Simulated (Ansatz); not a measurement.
Records of electronic-structure calculations.

### Screened interactions in WCl2 (1T sheet)

The cell holds 3 atoms: 1 W and 2 Cl. Its edges and angles: a = 3.069 Å, b = 3.069 Å, c = 30.112 Å, α = 90.0°, β = 90.0°, γ = 120.0°. Vacuum lies along c.

```
W Cl
1.0
     0.00000    2.17013    2.17013
     2.17013   -2.17013    0.00000
    17.38504   17.38504  -17.38504
W Cl
1 2
Direct
  0.00000 0.00000 0.31808
  0.33333 0.66667 0.37545
  0.66667 0.33333 0.26071
```

* method: DFT, PBEsol, plane waves, PAW (and 1 further level or step)
* program: Ansatz 0.2.0
* settings of one run: cutoff 420 eV, 12×12×1 k-mesh, smearing width 0.08 eV, default PAW, coordination {"W": "octahedral"}, magnetic state non-magnetic by constraint
* cost: 5 runs, 4.9 min in all on 8 threads of Arm Neoverse V2, shared host (the runs of this entry)
* notes: The structure was relaxed with PBEsol. Limits: no spin-orbit coupling. The bands cross the Fermi level under this constraint, which need not be the crystal’s state: magnetic order, correlation or a lattice distortion may open a gap. Spin-orbit coupling, which is strong for atoms this heavy, is left out.
* W t2g: U 2.38 eV, U′ 1.96 eV, J 0.18 eV, bare V 8.6 eV
* W d: U 3.45 eV, U′ 2.93 eV, J 0.23 eV, bare V 9.9 eV
* W t2g + anion p: U 2.75 eV, U′ 2.21 eV, J 0.23 eV, bare V 10.0 eV
* W d + anion p: U 5.02 eV, U′ 4.31 eV, J 0.33 eV, bare V 12.0 eV
* method: constrained RPA on non-magnetic PBEsol, 6×6×1 mesh, static; search for lower states off

For W t2g, screening cuts the on-site interaction from 8.58 eV to 2.38 eV. U − 2J differs from U′ by +0.06 eV, so the Kanamori relation holds well.

[Paths, hosts, dates, memory and timing lines, banners, echoed tables and standing remarks are left out of the program output.]

[Logs are printed without paths, hosts, clocks, repeated set-up lines and the standing remarks that a program may print on its own settings, such as how far it seeks lower states.]

[Runs of the session that timed out or met a known fault of the program may be left out.]

[Hosts, paths, dates, database ids (printed as entryN), source tags and the programs' standing remarks are cut or masked in the printed files.]
